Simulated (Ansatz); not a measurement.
# Static equation of state of amorphous Si (132 atoms)

Density of this cell: 2.37 g/cm³. The cell holds 132 atoms: 132 Si. Cell: a = 13.618 Å, b = 13.919 Å, c = 13.732 Å, α = 88.2°, β = 90.2°, γ = 89.0°. The starting structure: 132 atoms (132 Si) placed at random at 2.26 g/cm³, melted at 2500 K for 20 ps at fixed volume with the modified Tersoff potential (Kumagai, Izumi, Hara and Sakai, Comput. Mater. Sci. 39, 457 (2007)). Quenched from 2500 K to 300 K at 20 K/ps and fixed volume, held 5 ps. The density is a measured one.

Calculated with Ansatz 0.2.0: Kohn-Sham DFT, LDA, PAW (set soft_2), plane waves; cutoff 420 eV, Γ point, gaussian smearing of 0.05 eV. Cell and atoms were relaxed first, to V0 = 19.707 Å³ an atom at a residual P0 = 0.006 GPa. The cell was then scaled evenly, and the atoms were relaxed at each volume.

| volume (Å³/atom) | pressure (GPa) |
| --- | --- |
| 17.736 | 8.092 |
| 18.524 | ? |
| 19.115 | 2.455 |
| 20.298 | -2.135 |
| 20.889 | -3.968 |

**Question.** Fit the third-order Birch–Murnaghan equation to the rows given and interpolate to the withheld row.

Worked fit:

Take the Eulerian strain f = ½[(V0/V)^(2/3) − 1] and the normalised pressure F = (P − P0) / [3f(1 + 2f)^(5/2)]. The third-order Birch–Murnaghan equation is then the line F = B0 + (3/2)B0(B′ − 4) f, so u = f and v = F.

| u = f | v = F (GPa) |
| --- | --- |
| 0.0363831 | 62.1526 |
| 0.0102567 | 75.6392 |
| -0.00975649 | 76.8482 |
| -0.0190505 | 76.6359 |

With n = 4: mean u = 0.00445819, mean v = 72.8190, Σ(u − ū)² = 0.0018075, Σ(u − ū)(v − v̄) = -0.47117. Slope b = -0.47117 / 0.0018075 = -260.67; intercept a = v̄ − b ū = 73.981.

So B0 = a = 74.0 GPa and B′ = 4 + 2b/(3a) = 1.65. At the withheld volume f = 0.02106, F = a + b f = 68.49 GPa, and P = P0 + 3f(1 + 2f)^(5/2) F.

Prediction at 18.524: 4.803 GPa. The run gave 4.885 GPa, so the fit is low by 0.082 GPa (1.7 % of the value).

The series isn't one smooth equation of state: even a line fitted to all rows, the withheld one included, misses F by up to 5.4 %, the count of bonds changes along the series and an atom moves over 0.5 Å in some relaxation. B0 and B′ are then only the numbers of this fit, not moduli of the material. Among the rows given, the largest miss of the fit is at 17.736, by 0.31 GPa (2.5 % of the range of the table).

Limits: Static cells at zero temperature; the cell shape is held. The program notes that the SCF threshold of these relaxations is loose for the stress. The quench rate of 20 K/ps is many orders above laboratory rates, so the cell is likely richer in defects and strain than a real sample. The network of bonds at the start is that of the classical potential that made the cell, and needn't be the one that DFT or experiment would give. Only the Γ point is sampled, in a cell whose shortest periodic width is 14 Å.

[Hosts, paths, dates, database ids (printed as entryN), source tags and the programs' standing remarks are cut or masked in the printed files.]
